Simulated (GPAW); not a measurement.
# Tl: optical spectrum from first principles, part 2 of 2

Aim: the dielectric function of Tl, and the optical constants that follow from it.

GPAW 26.7.0; DFT, PBE, plane-wave PAW (GPAW data sets), scalar-relativistic, RPA, optical limit.

So far. Step 2 (Ground state): There are states at the Fermi level within the smearing, so the occupations stay smeared and the carriers get a Drude term.

**4. Dielectric function, RPA**

Transitions between filled and empty bands, summed over the zone, give the optical response, so mesh, band count and broadening shape it.

The induced potential is part of this response.

This step: DFT, PBE, plane-wave PAW (GPAW data sets), scalar-relativistic, RPA, optical limit (GPAW 26.7.0).

df.py

```python
from gpaw.response.df import DielectricFunction

df = DielectricFunction('full.gpw', frequencies={'type': 'nonlinear', 'domega0': 0.03, 'omega2': 8},
                        ecut=50,
                        eta=0.15,
                        nbands=41,
                        rate=0.05,
                        txt='df.txt')
for direction in ['x', 'z']:
    df.get_dielectric_function(xc='RPA', direction=direction, filename=f'df_{direction}.csv')
```

Run with:

```sh
OMP_NUM_THREADS=1 python df.py
```

Numbers of over 12 decimals in the logs are rounded to 6 here.

What it wrote:

```text
Using integrator: PointIntegrator
NonLinearFrequencyDescriptor(from 0.000 to 45.181 eV, 452 points)
Nonperiodic BCs:  [False False False]
Using integrator: PointIntegrator
NonLinearFrequencyDescriptor(from 0.000 to 45.181 eV, 452 points)
Nonperiodic BCs:  [False False False]
Using integrator: PointIntegrator

Calculating chi0 body with:
    Ground state adapter containing:
    Number of spins: 1
    Number of kpoints: 1800
    Number of irreducible kpoints: 192
    Number of completely occupied states: 12
    Number of partially occupied states: 16

    Linear response parametrization:
    q_c: [0.0, 0.0, 0.0]
    Number of frequency points: 452
    Planewave cutoff: 50.0
    Number of bands: 41
    Number of planewaves: 37
    Broadening (eta): 0.15

Integrating chi0 body.

Symmetries of q_c:
    Direct symmetries (Uq -> q): 12
    Indirect symmetries (TUq -> q): 0
In total 12 allowed symmetries.

192 groups of equivalent kpoints. 89.333333% reduction.

Integral kind: spectral function

Calculating chi0 optical extensions with:
    Ground state adapter containing:
    Number of spins: 1
    Number of kpoints: 1800
    Number of irreducible kpoints: 192
    Number of completely occupied states: 12
    Number of partially occupied states: 16

    Linear response parametrization:
    Number of frequency points: 452
    Planewave cutoff: 50.0
    Number of bands: 41
    Number of planewaves: 37
    Broadening (eta): 0.15
Integrating chi0 head and wings.

Symmetries of q_c:
    Direct symmetries (Uq -> q): 12
    Indirect symmetries (TUq -> q): 0
In total 12 allowed symmetries.

192 groups of equivalent kpoints. 89.333333% reduction.

Integral kind: spectral function wings

Calculating drude chi0 with:
    Number of frequency points:452
    Plasma frequency decay rate: 0.05 eV

    Ground state adapter containing:
    Number of spins: 1
    Number of kpoints: 1800
    Number of irreducible kpoints: 192
    Number of completely occupied states: 12
    Number of partially occupied states: 16

Symmetries of q_c:
    Direct symmetries (Uq -> q): 12
    Indirect symmetries (TUq -> q): 0
In total 12 allowed symmetries.

192 groups of equivalent kpoints. 89.333333% reduction.

Integral kind: intraband
Plasma frequency:
[[ 7.73+0.j  0.  +0.j  0.  +0.j]
 [ 0.  +0.j  7.73+0.j  0.  +0.j]
 [ 0.  +0.j  0.  +0.j 10.14+0.j]]
```

Run time: 50 s. Hardware: 1 thread of Arm Neoverse V1, shared host; peak memory 0.24 GiB.

Numbers from this step:

| Property | Result |
| --- | --- |
| centre of weight of the strongest loss peak in the window | 10.45 eV |

Some rows of df_x.csv (energy; Re and Im without local fields; Re and Im with them):

```text
0.000000, 23936.867817, 0.000000, 23935.580286, 0.000000
0.460735, -239.054110, 63.057500, -240.459348, 62.964127
0.943989, -30.867571, 30.593064, -32.834955, 29.790469
1.451455, -25.049866, 48.764253, -25.427336, 46.810544
1.984998, -19.054231, 24.228752, -19.145911, 23.324339
2.546682, -17.556600, 12.415735, -17.580925, 11.946141
3.138794, -10.906596, 6.041901, -11.124137, 5.649933
3.763875, -6.355376, 3.238231, -6.821775, 2.859324
4.424758, -4.603109, 4.350167, -4.720774, 3.570711
5.124608, -3.698313, 3.545991, -3.563162, 2.842859
5.866977, -3.236271, 1.806365, -3.174486, 1.525153
6.655862, -2.160750, 1.519685, -2.086432, 1.190219
7.495775, -1.657472, 1.071823, -1.549572, 0.875972
8.391833, -1.130687, 0.830860, -1.003679, 0.682957
9.349861, -0.576252, 0.463400, -0.547183, 0.362055
10.376517, -0.039858, 0.352802, -0.043882, 0.252044
11.479449, 0.582991, 0.764530, 0.551015, 0.501902
12.667487, 0.385970, 0.878862, 0.467644, 0.651338
13.950874, 0.481928, 0.689990, 0.551774, 0.520274
```

The Im ε has structure finer than the step of the table below, so its rows give means over 0.25 eV, whole bins alone (the curve runs from 0.305 to 14.0 eV). Peaks (eV: height): E ∥ x 1.382: 49.7; E ∥ z 1.417: 39.4.

Sum at mesh points, not converged in k. Table of Im ε by photon energy; means over each step:

| photon energy (eV) | E ∥ x | E ∥ z |
| --- | --- | --- |
| 0.50 | 57.7 | 126 |
| 0.75 | 28.2 | 62.6 |
| 1.00 | 30.7 | 34.3 |
| 1.25 | 40.9 | 31.3 |
| 1.50 | 42.0 | 32.1 |
| 1.75 | 25.0 | 19.7 |
| 2.00 | 22.5 | 21.7 |
| 2.25 | 17.4 | 15.6 |
| 2.50 | 12.3 | 9.45 |
| 2.75 | 8.13 | 7.27 |
| 3.00 | 5.82 | 5.68 |
| 3.25 | 5.04 | 4.59 |
| 3.50 | 3.40 | 2.91 |
| 3.75 | 2.85 | 2.59 |
| 4.00 | 2.95 | 2.75 |
| 4.25 | 3.57 | 2.85 |
| 4.50 | 3.41 | 2.22 |
| 4.75 | 2.92 | 2.12 |
| 5.00 | 2.83 | 2.49 |
| 5.25 | 2.83 | 2.31 |
| 5.50 | 2.54 | 1.94 |
| 5.75 | 1.81 | 1.92 |
| 6.00 | 1.50 | 1.98 |
| 6.25 | 1.58 | 1.96 |
| 6.50 | 1.29 | 1.44 |
| 6.75 | 1.22 | 1.10 |
| 7.00 | 1.15 | 1.13 |
| 7.25 | 1.07 | 0.929 |
| 7.50 | 0.896 | 0.792 |
| 7.75 | 0.810 | 0.686 |
| 8.00 | 0.770 | 0.634 |
| 8.25 | 0.718 | 0.543 |
| 8.50 | 0.634 | 0.447 |
| 8.75 | 0.571 | 0.439 |
| 9.00 | 0.513 | 0.466 |
| 9.25 | 0.397 | 0.384 |
| 9.50 | 0.330 | 0.310 |
| 9.75 | 0.333 | 0.355 |
| 10.00 | 0.327 | 0.316 |
| 10.25 | 0.279 | 0.288 |
| 10.50 | 0.232 | 0.218 |
| 10.75 | 0.235 | 0.210 |
| 11.00 | 0.276 | 0.244 |
| 11.25 | 0.376 | 0.317 |
| 11.50 | 0.517 | 0.489 |
| 11.75 | 0.639 | 0.644 |
| 12.00 | 0.613 | 0.603 |
| 12.25 | 0.568 | 0.601 |
| 12.50 | 0.616 | 0.676 |
| 12.75 | 0.648 | 0.664 |
| 13.00 | 0.607 | 0.605 |
| 13.25 | 0.597 | 0.591 |
| 13.50 | 0.559 | 0.541 |
| 13.75 | 0.510 | 0.503 |

Values under 1 per cm are given as 1; sum at mesh points, not converged in k. The absorption coefficient by photon energy:

| photon energy (eV) | E ∥ x (1/cm) | E ∥ z (1/cm) |
| --- | --- | --- |
| 0.492 | 7.2e5 | 9.9e5 |
| 1.010 | 5.9e5 | 1.0e6 |
| 1.486 | 9.5e5 | 1.1e6 |
| 1.985 | 1.0e6 | 1.2e6 |
| 2.508 | 1.1e6 | 1.3e6 |
| 3.018 | 1.1e6 | 1.3e6 |
| 3.510 | 1.1e6 | 1.2e6 |
| 3.980 | 9.6e5 | 1.2e6 |
| 4.516 | 1.0e6 | 1.2e6 |
| 4.981 | 1.0e6 | 1.2e6 |
| 5.515 | 1.1e6 | 1.2e6 |
| 6.021 | 1.0e6 | 1.2e6 |
| 6.494 | 1.0e6 | 1.3e6 |
| 6.985 | 1.0e6 | 1.2e6 |
| 7.496 | 9.8e5 | 1.2e6 |
| 8.026 | 9.2e5 | 1.1e6 |
| 8.516 | 8.8e5 | 1.0e6 |
| 9.023 | 8.2e5 | 9.5e5 |
| 9.483 | 6.8e5 | 8.6e5 |
| 10.026 | 5.4e5 | 7.6e5 |
| 10.519 | 3.2e5 | 5.9e5 |
| 11.029 | 2.4e5 | 3.4e5 |
| 11.479 | 3.6e5 | 4.0e5 |
| 12.023 | 5.0e5 | 5.6e5 |
| 12.504 | 4.9e5 | 6.1e5 |
| 13.000 | 5.2e5 | 6.1e5 |
| 13.512 | 5.0e5 | 5.7e5 |

Sum at mesh points, not converged in k. Reflectivity at normal incidence against photon energy; read off at these points:

| photon energy (eV) | E ∥ x (%) | E ∥ z (%) |
| --- | --- | --- |
| 0.50 | 96.6 | 97.2 |
| 1.00 | 77.7 | 93.5 |
| 1.50 | 77.1 | 86.9 |
| 2.00 | 74.0 | 81.4 |
| 2.50 | 78.3 | 87.1 |
| 2.82 | 82.5 | 86.6 |
| 3.00 | 80.4 | 86.6 |
| 3.50 | 81.2 | 88.9 |
| 4.00 | 69.6 | 81.5 |
| 4.50 | 63.8 | 81.3 |
| 5.00 | 60.5 | 72.0 |
| 5.50 | 62.3 | 73.0 |
| 5.87 | 68.8 | 67.9 |
| 6.00 | 65.5 | 65.4 |
| 6.50 | 64.2 | 73.1 |
| 7.00 | 59.6 | 70.1 |
| 7.50 | 60.7 | 73.1 |
| 8.00 | 55.6 | 71.7 |
| 8.50 | 55.5 | 73.8 |
| 9.00 | 53.8 | 64.9 |
| 9.50 | 53.9 | 68.3 |
| 10.00 | 39.1 | 60.3 |
| 10.50 | 26.0 | 57.2 |
| 11.00 | 6.85 | 23.2 |
| 11.50 | 4.14 | 7.40 |
| 12.00 | 7.18 | 11.9 |
| 12.50 | 5.56 | 9.93 |
| 13.00 | 6.52 | 11.4 |
| 13.50 | 6.18 | 10.5 |

Sum at mesh points, not converged in k. Table of Im ε, E ∥ x by photon energy; read off at these points:

| photon energy (eV) | without local fields | with local fields |
| --- | --- | --- |
| 0.500 | 51.0 | 50.9 |
| 0.750 | 27.4 | 27.2 |
| 1.000 | 31.6 | 30.5 |
| 1.250 | 41.9 | 40.2 |
| 1.382 | 51.7 | 49.7 |
| 1.500 | 44.1 | 42.2 |
| 1.750 | 24.5 | 23.8 |
| 2.000 | 24.1 | 23.2 |
| 2.250 | 17.9 | 17.4 |
| 2.500 | 12.7 | 12.3 |
| 2.750 | 8.19 | 7.90 |
| 3.000 | 6.09 | 5.74 |
| 3.250 | 5.48 | 5.15 |
| 3.500 | 3.61 | 3.34 |
| 3.750 | 3.24 | 2.87 |
| 4.000 | 3.54 | 2.94 |
| 4.250 | 4.47 | 3.63 |
| 4.500 | 4.16 | 3.41 |
| 4.750 | 3.55 | 2.88 |
| 5.000 | 3.54 | 2.83 |
| 5.250 | 3.50 | 2.84 |
| 5.500 | 2.98 | 2.59 |
| 5.750 | 2.06 | 1.79 |
| 6.000 | 1.83 | 1.47 |
| 6.250 | 1.97 | 1.61 |
| 6.500 | 1.56 | 1.27 |
| 6.750 | 1.59 | 1.23 |
| 7.000 | 1.43 | 1.15 |
| 7.250 | 1.33 | 1.09 |
| 7.500 | 1.07 | 0.875 |
| 7.750 | 1.01 | 0.805 |
| 8.000 | 0.989 | 0.773 |
| 8.250 | 0.887 | 0.714 |
| 8.500 | 0.766 | 0.633 |
| 8.750 | 0.715 | 0.571 |
| 9.000 | 0.624 | 0.517 |
| 9.250 | 0.492 | 0.394 |
| 9.500 | 0.438 | 0.324 |
| 9.750 | 0.482 | 0.333 |
| 10.000 | 0.456 | 0.329 |
| 10.250 | 0.385 | 0.278 |
| 10.500 | 0.333 | 0.228 |
| 10.750 | 0.378 | 0.235 |
| 11.000 | 0.439 | 0.270 |
| 11.250 | 0.584 | 0.375 |
| 11.500 | 0.784 | 0.518 |
| 11.750 | 0.889 | 0.646 |
| 12.000 | 0.815 | 0.615 |
| 12.250 | 0.761 | 0.560 |
| 12.500 | 0.843 | 0.617 |
| 12.750 | 0.871 | 0.655 |
| 13.000 | 0.764 | 0.599 |
| 13.250 | 0.780 | 0.601 |
| 13.500 | 0.718 | 0.556 |
| 13.750 | 0.666 | 0.507 |

The loss function −Im 1/ε at q → 0 has structure finer than the step of the table below, so its rows give means over 0.5 eV, whole bins alone (the curve runs from 0.305 to 14.0 eV). Peaks (eV: height): E ∥ x 10.52: 4.29; E ∥ z 10.88: 4.42.

Sum at mesh points, not converged in k. Loss function −Im 1/ε at q → 0 against energy loss; means over each step:

| energy loss (eV) | E ∥ x | E ∥ z |
| --- | --- | --- |
| 1.0 | 0.0171 | 0.00386 |
| 1.5 | 0.0181 | 0.00964 |
| 2.0 | 0.0241 | 0.0151 |
| 2.5 | 0.0246 | 0.0139 |
| 3.0 | 0.0306 | 0.0181 |
| 3.5 | 0.0390 | 0.0200 |
| 4.0 | 0.0811 | 0.0375 |
| 4.5 | 0.105 | 0.0478 |
| 5.0 | 0.129 | 0.0808 |
| 5.5 | 0.127 | 0.0920 |
| 6.0 | 0.150 | 0.122 |
| 6.5 | 0.188 | 0.104 |
| 7.0 | 0.245 | 0.129 |
| 7.5 | 0.286 | 0.141 |
| 8.0 | 0.389 | 0.176 |
| 8.5 | 0.493 | 0.220 |
| 9.0 | 0.646 | 0.348 |
| 9.5 | 1.16 | 0.496 |
| 10.0 | 2.30 | 0.869 |
| 10.5 | 3.64 | 1.97 |
| 11.0 | 1.55 | 3.59 |
| 11.5 | 0.951 | 1.48 |
| 12.0 | 1.12 | 1.44 |
| 12.5 | 1.02 | 1.31 |
| 13.0 | 1.08 | 1.45 |
| 13.5 | 1.09 | 1.49 |

From ε follow the optical constants at some laser and lamp lines:

| wavelength (nm) | n x | k x | R (%) x | 1/α x | n z | k z | R (%) z | 1/α z |
| --- | --- | --- | --- | --- | --- | --- | --- | --- |
| 633 | 2.35 | 4.935 | 73.6 | 10 nm | 1.92 | 5.716 | 81.4 | 8.8 nm |
| 532 | 1.56 | 4.787 | 78.8 | 8.8 nm | 1.11 | 5.497 | 87.2 | 7.7 nm |
| 405 | 0.80 | 3.512 | 79.5 | 9.2 nm | 0.65 | 4.066 | 86.4 | 7.9 nm |
| 365 | 0.61 | 3.210 | 81.1 | 9.0 nm | 0.47 | 3.708 | 88.1 | 7.8 nm |
| 308 | 0.64 | 2.342 | 68.6 | 10 nm | 0.50 | 2.839 | 80.8 | 8.6 nm |
| 248 | 0.69 | 2.039 | 60.5 | 9.7 nm | 0.54 | 2.310 | 72.0 | 8.5 nm |
| 193 | 0.42 | 1.627 | 64.0 | 9.4 nm | 0.42 | 1.943 | 71.1 | 7.9 nm |

A polished face would reflect 81 % of daylight and look near white (CIE x = 0.307, y = 0.326 under D65).

**5. Summary of results**

```yaml
centre_of_weight_of_the_strongest_loss_peak_in_the_window_first_axis: 10.4 eV
```

In words: At this level (PBE, RPA) Tl is a metal. The mesh is too coarse to trust the carriers' weight, the reflectivity or the colour to better than tens of per cent. A polished face would reflect 81 % of daylight and look near white (CIE x = 0.307, y = 0.326 under D65). The carriers' damping of 0.05 eV is typed, not computed; it shapes the response at the lowest energies. Spin-orbit coupling is left out although heavy atoms are present. GPAW's carrier term has the form −ωp²/(ω + i·rate)², which damps like twice the rate and fails at low energy, so the curves leave the lowest energies out. The sum runs over mesh points 0.14 Å⁻¹ apart with no interpolation, so peaks are partly noise of the mesh, and the Drude plasma energy, a sum over the Fermi surface, isn't converged.

[Machine, clock and banner lines and Python warnings are left out of the logs.]

[Logs are printed without paths, hosts, clocks, repeated set-up lines and the standing remarks that a program may print on its own settings, such as how far it seeks lower states.]

[Hosts, paths, dates, database ids (printed as entryN), source tags and the programs' standing remarks are cut or masked in the printed files.]
